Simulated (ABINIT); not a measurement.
## AlN (F-43m): one start, several treatments of the self-energy

The structure is cubic, space group F-43m (No. 216). Conventional cell: a = 4.368 Å, b = 4.368 Å, c = 4.368 Å, α = 90.00°, β = 90.00°, γ = 90.00°. Nearest to Al lie 4 N at 1.89 Å. N has 4 Al at 1.89 Å nearest. Farther neighbours, and contacts between anions beyond the nearest, are not listed.

```
Al N
1.0
     0.00000    2.18399    2.18399
     2.18399    0.00000    2.18399
     2.18399    2.18399    0.00000
Al N
1 1
Direct
  0.00000 0.00000 0.00000
  0.75000 0.75000 0.75000
```

```
method                                   : RPA screening on PBE, plane waves, norm-conserving pseudopotentials (and 2 further levels or steps)
program                                  : ABINIT 10.8.3
settings                                 : cutoff 36 Ha, PseudoDojo scalar-relativistic 0.4.1 standard, norm-conserving, ngkpt (8, 8, 8), nband 179, ecuteps 11.2 Ha, inclvkb 2, shiftk (0, 0, 0), symchi 1, awtr 1, frequency ppm, 8×8×8 k-mesh
cost                                     : 6 runs, 7.9 min in all on 8 MPI ranks of Intel Xeon Platinum 8488C (Sapphire Rapids), shared host
notes                                    : The program’s warnings: nkpt*nsppol () is not a multiple of nproc spkpt (). The cell and positions are those that the Materials Project relaxed with its own functionals (PBE, PBE+U or r2SCAN), kept fixed. This is not the form that AlN usually takes at ambient conditions.
G0W0, Godby-Needs plasmon pole           : 4.605 eV
G0W0, Hybertsen-Louie plasmon pole       : 4.939 eV
G0W0, von der Linden-Horsch plasmon pole : 4.649 eV
G0W0, Engel-Farid plasmon pole           : 4.844 eV
known limits                             : short of the basis limit
```

G0W0, Hybertsen-Louie plasmon pole: +0.334 eV against G0W0, Godby-Needs plasmon pole. G0W0, von der Linden-Horsch plasmon pole: +0.044 eV against G0W0, Godby-Needs plasmon pole.

[Long decimals in the printed logs are rounded to 6 places.]

[Logs are printed without paths, hosts, clocks, repeated set-up lines and the standing remarks that a program may print on its own settings, such as how far it seeks lower states.]

[Paths, hosts, dates, memory and timing lines, banners, echoed tables and standing remarks are left out of the program output; an Ansatz launch command may be rebuilt from the run's recorded settings. Measured values are a selection of at most five: reports struck by readers or far from the other reports are left out. None is set beside runs whose start may be inverted or whose files or cutoffs have a known fault.]

[Runs of the session that timed out or met a known fault of the program may be left out.]

[Hosts, paths, dates, database ids (printed as entryN), source tags and the programs' standing remarks are cut or masked in the printed files.]

[G0W0 gaps are taken among the corrected bands and points alone; a level outside them can change the order at an edge.]

[Where Ansatz stands beside ABINIT at settings called matched, ABINIT's density can come from a denser mesh and the files from another edition; pairs whose starting gaps differed by over 0.03 eV were left out, so agreement reads better than it is.]
